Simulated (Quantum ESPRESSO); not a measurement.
# Cu2O (Cuprite): parallel and opposed starts, part 2 of 2

Wanted: the moments of Cu2O (Cuprite) and the energy of each order that was tried.

Quantum ESPRESSO 7.5; PBEsol with U = 6 eV on Cu d (ortho-atomic projectors); plane waves with GBRV 1.5 PBEsol potentials, no spin-orbit coupling.

So far: The starting structure; Run 1 (ferro ++++).

The database entry behind the starting cell differs from later determinations by our own check (0.1 to 0.3 % short, probably kX units), so it need not match the best structure at ambient conditions.

**3. Run 2, typed as antiferro ++−−**

pw.in

```
&CONTROL
  calculation = 'scf'
  prefix = 'pwscf'
  outdir = './tmp'
  pseudo_dir = './pseudo'
  disk_io = 'nowf'
/
&SYSTEM
  ibrav = 0
  nat = 6
  ntyp = 3
  ecutwfc = 40
  ecutrho = 280
  nbnd = 56
  occupations = 'smearing'
  smearing = 'fd'
  degauss = 0.00367493
  nspin = 2
  starting_magnetization(1) = 0.0526
  starting_magnetization(2) = -0.0526
  starting_magnetization(3) = 0
/
&ELECTRONS
  conv_thr = 1.2d-08
  electron_maxstep = 150
  mixing_beta = 0.3
/
ATOMIC_SPECIES
Cu1    63.5460 cu_pbesol_v1.2.uspp.F.UPF
Cu2    63.5460 cu_pbesol_v1.2.uspp.F.UPF
O      15.9990 o_pbesol_v1.2.uspp.F.UPF
CELL_PARAMETERS angstrom
   4.2600000000    0.0000000000    0.0000000000
   0.0000000000    4.2600000000    0.0000000000
   0.0000000000    0.0000000000    4.2600000000
ATOMIC_POSITIONS crystal
Cu1     0.2500000000    0.2500000000    0.2500000000
Cu1     0.2500000000    0.7500000000    0.7500000000
Cu2     0.7500000000    0.7500000000    0.2500000000
Cu2     0.7500000000    0.2500000000    0.7500000000
O       0.0000000000    0.0000000000    0.0000000000
O       0.5000000000    0.5000000000    0.5000000000
K_POINTS automatic
6 6 6 0 0 0
HUBBARD {ortho-atomic}
U Cu1-3d 6.0000
U Cu2-3d 6.0000
```

The run is started by

```console
$ OMP_NUM_THREADS=1 mpirun -n 4 pw.x -nk 4 -in pw.in > pw.out
```

Output:

```text
[banner, memory and clock lines left out]
Program PWSCF v.7.5 starts

     Message from routine setup:
     using ibrav=0 with symmetry is DISCOURAGED, use correct ibrav instead

     bravais-lattice index     =            0
     lattice parameter (alat)  =       8.0502  a.u.
     unit-cell volume          =     521.7055 (a.u.)^3
     number of atoms/cell      =            6
     number of atomic types    =            3
     number of electrons       =        88.00
     number of Kohn-Sham states=           56
     kinetic-energy cutoff     =      40.0000  Ry
     charge density cutoff     =     280.0000  Ry
     scf convergence threshold =      1.2E-08
     mixing beta               =       0.3000
     number of iterations used =            8  plain     mixing
     Exchange-correlation= SLA  PW   PSX  PSC
                           (   1   4  10   8   0   0   0)
     Hubbard projectors: ortho-atomic
     Hubbard parameters of DFT+U (Dudarev formulation) in eV:
     U(Cu1-3d) =  6.0000
     U(Cu2-3d) =  6.0000

     Internal variables: lda_plus_u =T, lda_plus_u_kind = 0

     Internal variables: orbital_resolved =F, hub_pot_fix =F, apply_U = F

     celldm(1)=   8.050233  celldm(2)=   0.000000  celldm(3)=   0.000000
     celldm(4)=   0.000000  celldm(5)=   0.000000  celldm(6)=   0.000000

     crystal axes: (cart. coord. in units of alat)
               a(1) = (   1.000000   0.000000   0.000000 )
               a(2) = (   0.000000   1.000000   0.000000 )
               a(3) = (   0.000000   0.000000   1.000000 )

     reciprocal axes: (cart. coord. in units 2 pi/alat)
               b(1) = (  1.000000  0.000000  0.000000 )
               b(2) = (  0.000000  1.000000  0.000000 )
               b(3) = (  0.000000  0.000000  1.000000 )

     PseudoPot. # 1 for Cu read from file:
     cu_pbesol_v1.2.uspp.F.UPF
     Pseudo is Ultrasoft + core correction, Zval = 19.0

     PseudoPot. # 2 for Cu read from file:
     cu_pbesol_v1.2.uspp.F.UPF
     Pseudo is Ultrasoft + core correction, Zval = 19.0

     PseudoPot. # 3 for O  read from file:
     o_pbesol_v1.2.uspp.F.UPF
     Pseudo is Ultrasoft + core correction, Zval =  6.0

     atomic species   valence    mass     pseudopotential
     Cu1              19.00    63.54600     Cu( 1.00)
     Cu2              19.00    63.54600     Cu( 1.00)
     O                 6.00    15.99900     O ( 1.00)

     Starting magnetic structure
     atomic species   magnetization
     Cu1             0.053
     Cu2            -0.053
     O               0.000

      8 Sym. Ops., with inversion, found ( 4 have fractional translation)

   Cartesian axes

     site n.     atom                  positions (alat units)
         1        Cu1    tau(   1) = (   0.2500000   0.2500000   0.2500000  )
         2        Cu1    tau(   2) = (   0.2500000   0.7500000   0.7500000  )
         3        Cu2    tau(   3) = (   0.7500000   0.7500000   0.2500000  )
         4        Cu2    tau(   4) = (   0.7500000   0.2500000   0.7500000  )
         5        O      tau(   5) = (   0.0000000   0.0000000   0.0000000  )
         6        O      tau(   6) = (   0.5000000   0.5000000   0.5000000  )

     number of k points=    52  Fermi-Dirac smearing, width (Ry)=  0.0037
                       cart. coord. in units 2pi/alat
        k(    1) = (   0.0000000   0.0000000   0.0000000), wk =   0.0046296
        k(    2) = (   0.0000000   0.0000000   0.1666667), wk =   0.0185185
        k(    3) = (   0.0000000   0.0000000   0.3333333), wk =   0.0185185
        k(    4) = (   0.0000000   0.0000000  -0.5000000), wk =   0.0092593
        k(    5) = (   0.0000000   0.1666667   0.1666667), wk =   0.0092593
        [... 47 further k-points ...]

     Dense  grid:    41347 G-vectors     FFT dimensions: (  48,  48,  48)

     Smooth grid:    17845 G-vectors     FFT dimensions: (  36,  36,  36)

     Check: negative core charge=   -0.000002
     Generating pointlists ...
     new r_m :   0.1786 (alat units)  1.4379 (a.u.) for type    1
     new r_m :   0.1786 (alat units)  1.4379 (a.u.) for type    2
     new r_m :   0.1786 (alat units)  1.4379 (a.u.) for type    3

     Initial potential from superposition of free atoms

     starting charge      84.0000, renormalised to      88.0000

     STARTING HUBBARD OCCUPATIONS:

     =================== HUBBARD OCCUPATIONS ===================
     ------------------------ ATOM    1 ------------------------
     Tr[ns(  1)] (up, down, total) =   5.00000  3.00000  8.00000
     Atomic magnetic moment for atom   1 =   2.00000
     [... lines left out ...]
     ------------------------ ATOM    2 ------------------------
     Tr[ns(  2)] (up, down, total) =   5.00000  3.00000  8.00000
     Atomic magnetic moment for atom   2 =   2.00000
     [... lines left out ...]
     ------------------------ ATOM    3 ------------------------
     Tr[ns(  3)] (up, down, total) =   3.00000  5.00000  8.00000
     Atomic magnetic moment for atom   3 =  -2.00000
     [... lines left out ...]
     ------------------------ ATOM    4 ------------------------
     Tr[ns(  4)] (up, down, total) =   3.00000  5.00000  8.00000
     Atomic magnetic moment for atom   4 =  -2.00000
     [... lines left out ...]
     Number of occupied Hubbard levels =   32.0000

     Atomic wfc used for Hubbard projectors are orthogonalized

     Starting wfcs are   60 randomized atomic wfcs

     Self-consistent Calculation

     iteration #  1     ecut=    40.00 Ry     beta= 0.30
     Davidson diagonalization with overlap
     ethr =  1.00E-02,  avg # of iterations =  3.5

     =================== HUBBARD OCCUPATIONS ===================
     ------------------------ ATOM    1 ------------------------
     Tr[ns(  1)] (up, down, total) =   4.59861  3.54698  8.14559
     Atomic magnetic moment for atom   1 =   1.05163
     [... lines left out ...]
     ------------------------ ATOM    2 ------------------------
     Tr[ns(  2)] (up, down, total) =   4.59861  3.54698  8.14559
     Atomic magnetic moment for atom   2 =   1.05163
     [... lines left out ...]
     ------------------------ ATOM    3 ------------------------
     Tr[ns(  3)] (up, down, total) =   3.54880  4.59804  8.14684
     Atomic magnetic moment for atom   3 =  -1.04924
     [... lines left out ...]
     ------------------------ ATOM    4 ------------------------
     Tr[ns(  4)] (up, down, total) =   3.54880  4.59804  8.14684
     Atomic magnetic moment for atom   4 =  -1.04924
     [... lines left out ...]
     Number of occupied Hubbard levels =   32.5849

     total energy              =   -1673.42046618 Ry
     estimated scf accuracy    <      13.22811667 Ry

     total magnetization       =     0.00 Bohr mag/cell
     absolute magnetization    =     4.57 Bohr mag/cell

     iteration #  2     ecut=    40.00 Ry     beta= 0.30
     Davidson diagonalization with overlap
     ethr =  1.00E-02,  avg # of iterations =  2.8

     total energy              =   -1677.55276475 Ry
     estimated scf accuracy    <       4.13945924 Ry

     total magnetization       =    -0.00 Bohr mag/cell
     absolute magnetization    =     0.73 Bohr mag/cell

     [... further iterations left out ...]

     iteration # 16     ecut=    40.00 Ry     beta= 0.30
     Davidson diagonalization with overlap
     ethr =  6.40E-11,  avg # of iterations =  3.1

     total energy              =   -1677.94101265 Ry
     estimated scf accuracy    <       0.00000002 Ry

     total magnetization       =    -0.00 Bohr mag/cell
     absolute magnetization    =     0.00 Bohr mag/cell

     iteration # 17     ecut=    40.00 Ry     beta= 0.30
     Davidson diagonalization with overlap
     ethr =  2.12E-11,  avg # of iterations =  2.0

     Magnetic moment per site  (integrated on atomic sphere of radius R)
     atom   1 (R=0.179)  charge= 16.2822  magn= -0.0000
     atom   2 (R=0.179)  charge= 16.2822  magn= -0.0000
     atom   3 (R=0.179)  charge= 16.2822  magn=  0.0000
     atom   4 (R=0.179)  charge= 16.2822  magn=  0.0000
     atom   5 (R=0.179)  charge=  5.1106  magn=  0.0000
     atom   6 (R=0.179)  charge=  5.1106  magn=  0.0000

     End of self-consistent calculation

     =================== HUBBARD OCCUPATIONS ===================
     ------------------------ ATOM    1 ------------------------
     Tr[ns(  1)] (up, down, total) =   4.75510  4.75510  9.51021
     Atomic magnetic moment for atom   1 =  -0.00000
     [... lines left out ...]
     ------------------------ ATOM    2 ------------------------
     Tr[ns(  2)] (up, down, total) =   4.75510  4.75510  9.51021
     Atomic magnetic moment for atom   2 =  -0.00000
     [... lines left out ...]
     ------------------------ ATOM    3 ------------------------
     Tr[ns(  3)] (up, down, total) =   4.75510  4.75510  9.51021
     Atomic magnetic moment for atom   3 =   0.00000
     [... lines left out ...]
     ------------------------ ATOM    4 ------------------------
     Tr[ns(  4)] (up, down, total) =   4.75510  4.75510  9.51021
     Atomic magnetic moment for atom   4 =   0.00000
     [... lines left out ...]
     Number of occupied Hubbard levels =   38.0408

     Number of k-points >= 100: set verbosity='high' to print the bands.

     the Fermi energy is    10.1184 ev

!    total energy              =   -1677.94101266 Ry
     estimated scf accuracy    <          1.1E-09 Ry
     smearing contrib. (-TS)   =      -0.00000035 Ry
     internal energy E=F+TS    =   -1677.94101231 Ry

     The total energy is F=E-TS. E is the sum of the following terms:
     one-electron contribution =   -1305.86977181 Ry
     hartree contribution      =     696.29730480 Ry
     xc contribution           =    -168.38044138 Ry
     ewald contribution        =    -900.37744048 Ry
     Hubbard energy            =       0.38933656 Ry

     total magnetization       =     0.00 Bohr mag/cell
     absolute magnetization    =     0.00 Bohr mag/cell

     convergence has been achieved in  17 iterations
```

The job ended after 74 s (4 MPI ranks of Intel Xeon Platinum 8375C at 2.90GHz (Ice Lake), shared host; peak memory 0.74 GiB).

The spin moment in the atom's sphere vanishes on all atoms.

This step gave:

```yaml
smearing_term_ts: 4.77e-6 eV
magnetization: 0 μB
absolute_magnetization: 0 μB
final_state: non-magnetic
```

Valence density in the ac plane at fractional y = 0.250, with atoms of Cu within 0.2 Å of it. It is the smooth field of the valence electrons, not physical close to the nuclei.

Values in e/Å³, 14 rows by 14 columns, each cell a mean:
```
 0  0  0  0  0  0  0  0  0  1  1  1  0  0
 0  0  0  0  0  0  0  0  1  3  8  6  2  0
 0  0  0  0  0  0  0  0  2 13 42 29  6  1
 0  0  0  0  0  0  0  0  2 18 61 42  8  1
 0  0  0  0  0  0  0  0  1  6 18 13  3  1
 0  0  0  0  0  0  0  0  0  1  2  2  1  0
 0  0  0  0  0  0  0  0  0  0  0  0  0  0
 0  0  1  1  1  0  0  0  0  0  0  0  0  0
 0  1  3  8  6  2  0  0  0  0  0  0  0  0
 0  2 13 42 29  6  1  0  0  0  0  0  0  0
 0  2 18 61 42  8  1  0  0  0  0  0  0  0
 0  1  6 18 13  3  1  0  0  0  0  0  0  0
 0  0  1  2  2  1  0  0  0  0  0  0  0  0
 0  0  0  0  0  0  0  0  0  0  0  0  0  0
```
Columns run along a (4.3 Å), rows up along c (4.3 Å). Atoms in or near the plane, at fractional coordinates: Cu at (0.25, 0.25), Cu at (0.75, 0.75).

**4. Run 3 (ferri +++−)**

pw.in: that of step 3 with these lines changed.

```diff
@@ -13,3 +13,3 @@
   ecutrho = 280
-  nbnd = 56
+  nbnd = 57
   occupations = 'smearing'
@@ -38,3 +38,3 @@
 Cu1     0.2500000000    0.7500000000    0.7500000000
-Cu2     0.7500000000    0.7500000000    0.2500000000
+Cu1     0.7500000000    0.7500000000    0.2500000000
 Cu2     0.7500000000    0.2500000000    0.7500000000
```

Output:

```text
     [... lines left out ...]
Program PWSCF v.7.5 starts
     [... lines left out ...]
     number of atoms/cell      =            6
     [... lines left out ...]
     number of electrons       =        88.00
     number of Kohn-Sham states=           57
     kinetic-energy cutoff     =      40.0000  Ry
     charge density cutoff     =     280.0000  Ry
     scf convergence threshold =      1.2E-08
     [... lines left out ...]
     12 Sym. Ops., with inversion, found ( 6 have fractional translation)
     [... lines left out ...]
     number of k points=    32  Fermi-Dirac smearing, width (Ry)=  0.0037
     [... lines left out ...]
     iteration # 17     ecut=    40.00 Ry     beta= 0.30
     [... lines left out ...]
     Magnetic moment per site  (integrated on atomic sphere of radius R)
     atom   1 (R=0.179)  charge= 16.2822  magn= -0.0001
     atom   2 (R=0.179)  charge= 16.2822  magn= -0.0001
     atom   3 (R=0.179)  charge= 16.2822  magn= -0.0001
     atom   4 (R=0.179)  charge= 16.2822  magn= -0.0000
     atom   5 (R=0.179)  charge=  5.1106  magn= -0.0000
     atom   6 (R=0.179)  charge=  5.1106  magn= -0.0000
     [... lines left out ...]
     Tr[ns(  1)] (up, down, total) =   4.75507  4.75513  9.51020
     [... lines left out ...]
     Tr[ns(  2)] (up, down, total) =   4.75507  4.75513  9.51020
     [... lines left out ...]
     Tr[ns(  3)] (up, down, total) =   4.75507  4.75513  9.51020
     [... lines left out ...]
     Tr[ns(  4)] (up, down, total) =   4.75510  4.75511  9.51021
     [... lines left out ...]
     the Fermi energy is    10.1184 ev
!    total energy              =   -1677.94101266 Ry
     estimated scf accuracy    <          5.2E-09 Ry
     smearing contrib. (-TS)   =      -0.00000035 Ry
     [... lines left out ...]
     total magnetization       =    -0.00 Bohr mag/cell
     absolute magnetization    =     0.00 Bohr mag/cell
     convergence has been achieved in  17 iterations
```

Elapsed: 57 s, on 4 MPI ranks; peak memory 0.63 GiB; 3.8 min of CPU time.

Spin moment in the atom's sphere by atom:

```
atom  spin moment in the atom's sphere (μB)
 Cu1                                -0.0001
 Cu2                                -0.0001
 Cu3                                -0.0001
 Cu4                                 0.0000
  O5                                 0.0000
  O6                                 0.0000
```

Numbers from this step:

```
smearing term TS       : 4.77e-6 eV
magnetization          : 0 μB
absolute magnetization : 0 μB
final state            : non-magnetic
```

**5. Ranking**

An order is kept where moments of 0.15 μB or more survive with the typed signs; meshes match where a doubled cell samples the same k points as the first cell.

Orders:

```
         start   final state  typed order kept  energy over the lowest (meV a seeded atom)  largest site moment (μB)  net moment (μB a cell of the first run)  mesh matched  CPU time (s)
    ferro ++++  non-magnetic                no                                           0                         0                                        0           yes         113.5
antiferro ++--  non-magnetic                no                                           0                         0                                        0           yes           297
    ferri +++-  non-magnetic                no                                           0                         0                                        0           yes         226.8
```

**6. Occupations of the corrected shells in the lowest state**

Occupations of the Hubbard shells:

```
block  type  shell  spin  electrons             occupation numbers
    1   Cu1     3d    up      4.755  0.853 0.969 0.969 0.982 0.982
    1   Cu1     3d  down      4.755  0.853 0.969 0.969 0.982 0.982
    2   Cu1     3d    up      4.755  0.853 0.969 0.969 0.982 0.982
    2   Cu1     3d  down      4.755  0.853 0.969 0.969 0.982 0.982
    3   Cu2     3d    up      4.755  0.853 0.969 0.969 0.982 0.982
    3   Cu2     3d  down      4.755  0.853 0.969 0.969 0.982 0.982
    4   Cu2     3d    up      4.755  0.853 0.969 0.969 0.982 0.982
    4   Cu2     3d  down      4.755  0.853 0.969 0.969 0.982 0.982
```

**7. Summary of results**

| Property | Result |
| --- | --- |
| lowest state found | non-magnetic (from ferro ++++, antiferro ++-- and ferri +++-) |
| largest site moment | 0 μB |

What this shows: The lowest state carries no moment, and no start kept one. Only these 3 starts were compared; other wavevectors, canted and longer-period orders were not.

[Logs and program files are shortened in this print: banners, set-up blocks, solver, clock and traceback lines can be left out without a mark of their own.]

[Logs are printed without paths, hosts, clocks, repeated set-up lines and the standing remarks that a program may print on its own settings, such as how far it seeks lower states.]

[Hosts, paths, dates, database ids (printed as entryN), source tags and the programs' standing remarks are cut or masked in the printed files.]

[Where a cell is said to come from a database of computed structures, the database is the Materials Project.]
